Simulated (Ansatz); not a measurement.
Planning a run of Ansatz 0.2.0 on GaCuSe2 (I-42d). The input:

```yaml
crystal:
  lattice:
    - [-2.80955, 2.80955, 5.513]
    - [2.80955, -2.80955, 5.513]
    - [2.80955, 2.80955, -5.513]
  atoms:
    - { symbol: Ga, position: [0.5, 0.5, 0.0] }
    - { symbol: Ga, position: [0.25, 0.75, 0.5] }
    - { symbol: Cu, position: [0.0, 0.0, 0.0] }
    - { symbol: Cu, position: [0.75, 0.25, 0.5] }
    - { symbol: Se, position: [0.375, 0.37562, 0.50062] }
    - { symbol: Se, position: [0.62438, 0.125, 0.99938] }
    - { symbol: Se, position: [0.875, 0.87438, 0.49938] }
    - { symbol: Se, position: [0.12562, 0.625, 0.00062] }
  host: atoms
kpoints:
  mp_grid: { grid: [4, 4, 4] }
  band_path:
    path:
      - [0.0, 0.0, 0.0]
      - [0.0, 0.0, 0.5]
      - [0.25, 0.25, 0.25]
      - [0.0, 0.5, 0.0]
      - [0.5, 0.5, -0.5]
      - [0.31492883, 0.68507117, -0.31492883]
      - [-0.31492883, 0.31492883, 0.31492883]
      - [-0.12985765, 0.12985765, 0.5]
    npoints: 1
hamiltonian:
  xc:
    exchange: pbe
    correlation: pbe
    exx: { coeff: inverse_dielectric }
  pseudopotentials: { kind: paw, azcp: { folder: soft_1 } }
scf:
  occupations: { method: fixed }
  n_extra_bands: 6
output:
  eigenvalues: true
```

```sh
ansatz run input.yaml --threads 24 --pin off --max-ram 110592MiB --backend cuda --events-out ev --progress --plain --runs-dir out --devices 1 --max-vram 157GiB
```

Estimate wall time and host memory on 1 × NVIDIA GB200 with 24 threads of Arm Neoverse V2, shared host.

It took 31 s; on shared hardware allow 15 s to 62 s. Peak host memory was 15 GiB. The sizes that set the cost: 3451 plane waves a state, 13 irreducible k points and 19 SCF cycles.

Exact exchange couples every pair of k points and filled bands, so it costs far more than a semilocal run.

[Paths, hosts, dates, memory and timing lines, banners, echoed tables and standing remarks are left out of the program output.]

[Logs are printed without paths, hosts, clocks, repeated set-up lines and the standing remarks that a program may print on its own settings, such as how far it seeks lower states.]

[Runs of the session that timed out or met a known fault of the program may be left out.]

[Cells called generated may have been cut or substituted from an entry of the Crystallography Open Database or the Materials Project.]

[Hosts, paths, dates, database ids (printed as entryN), source tags and the programs' standing remarks are cut or masked in the printed files.]
